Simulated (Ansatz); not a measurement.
## Be (P6_3/mmc): the Drude term of Re ε in the infrared

Re ε of Be (P6_3/mmc) along x at low photon energies is read from one computed spectrum; the carriers' damping was typed as γ = 0.05 eV. x, y and z are the Cartesian axes of the input cell.

The structure is hexagonal, space group P6_3/mmc (No. 194). The conventional cell has a = 2.285 Å, b = 2.285 Å, c = 3.584 Å, α = 90.00°, β = 90.00°, γ = 120.00°. Be on site c has 12 Be at 2.23 to 2.29 Å as nearest neighbours.

Method: Ansatz 0.2.0, LDA, independent particles, k-mesh 21×21×11 with interpolation inside its cells, Gaussian parameter 0.1 eV.

Launch of the response step: `ansatz run input.yaml --threads 4 --pin off --max-ram 8192MiB --backend cpu --events-out ev --progress --plain --runs-dir out`. The run took 33 s, on 4 threads of Intel(R) Xeon(R) Processor @ 2.70GHz (shared host).

```tsv
photon energy E (eV)	wavelength (µm)	Re ε
0.25	4.96	?
0.30	4.13	-360.8
0.35	3.54	-260.1
0.40	3.10	-194.3
0.50	2.48	-117.0
0.60	2.07	-75.2
0.70	1.77	-50.2
```

A Drude term over a constant background gives Re ε = ε_b − ωp²/(E² + γ²), linear in 1/(E² + γ²).

Working, on the rows shown:

| x = 1/(E² + γ²) (eV⁻²) | y = Re ε |
| --- | --- |
| 10.8108 | -360.8 |
| 8 | -260.1 |
| 6.15385 | -194.3 |
| 3.9604 | -117 |
| 2.75862 | -75.2 |
| 2.03046 | -50.2 |

Means: x̄ = 5.619, ȳ = -176.27. Σ(x − x̄)(y − ȳ) = -2007, Σ(x − x̄)² = 56.72. Slope = -2007 / 56.72 = -35.39; intercept = ȳ − slope · x̄ = 22.567. The line misses the rows shown by at most 0.92.

Fill in the last column of the withheld row.

At x = 15.385 the line gives y = -521.83. The run gave -525.1, so the extrapolation is off by 3.3, 0.7 % of the range in the table.

Refitted with all rows, the slope is -35.58 and the intercept 23.486. These give ωp = √(−slope) = 5.97 eV, against 6.04 eV from the program's Fermi-surface sum, and an intercept of 23.5. Taking the program's Drude term off the rows leaves 36 at the lowest energy and 24 at the highest, so the background isn't constant: interband transitions lie in or near the window, and neither fitted number can be trusted. The values come from a sum over the points of one k-mesh and carry its error, which is largest for Fermi-surface quantities.

[Logs are printed without paths, hosts, clocks, repeated set-up lines and the standing remarks that a program may print on its own settings, such as how far it seeks lower states.]
